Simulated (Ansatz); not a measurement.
# Tunnelling from Mg(0001) to Mg(0001): the current at the widest gap

Three vacuum gaps between Mg(0001) and Mg(0001) are known. What current density flows at 0.25 V across 6.5 Å?

How it was computed: Ansatz 0.2.0, plane waves with PAW datasets, r2SCAN; a slab with two metal leads whose outer parts are reservoirs, with density and current solved under bias (Landauer, 300 K). The gap is counted from plane to plane of nuclei, and atoms stay on ideal sites.

The runs, with one result withheld:

```tsv
gap (Å)	drop between the leads' cuts at 0.25 V (V)	current density at 0.25 V (A/m²)
3.5	0.0879	1.20×10¹⁴
4.5	0.203	3.61×10¹³
5.5	0.239	7.89×10¹²
6.5	0.247	?
```

**Estimate by hand.**

Tunnelling falls as exp(−βd). From 3.5 to 4.5 Å, β = ln(1.20×10¹⁴/3.61×10¹³)/1 = 1.20 Å⁻¹, and from 4.5 to 5.5 Å it is 1.52 Å⁻¹; the slope still steepens as the gap leaves contact, so the wider pair is taken. Then 7.89×10¹² × exp(−1.52 × 1). Predicted: 1.72×10¹² A/m².

Check against the run:

1.51×10¹² A/m², so the prediction is 14 % too high. The last step has β = 1.66 Å⁻¹, an apparent barrier ħ²β²/8m of 2.6 eV: the decay of this current is still steepening. The conductances at 0 V give β = 1.56 and 1.70 Å⁻¹ for the last two steps.

Caveats: On every other k-point the currents of these runs, at any bias, move by up to 7.4 %. A semilocal functional lacks the image potential's tail.

[Logs are printed without paths, hosts, clocks, repeated set-up lines and the standing remarks that a program may print on its own settings, such as how far it seeks lower states.]
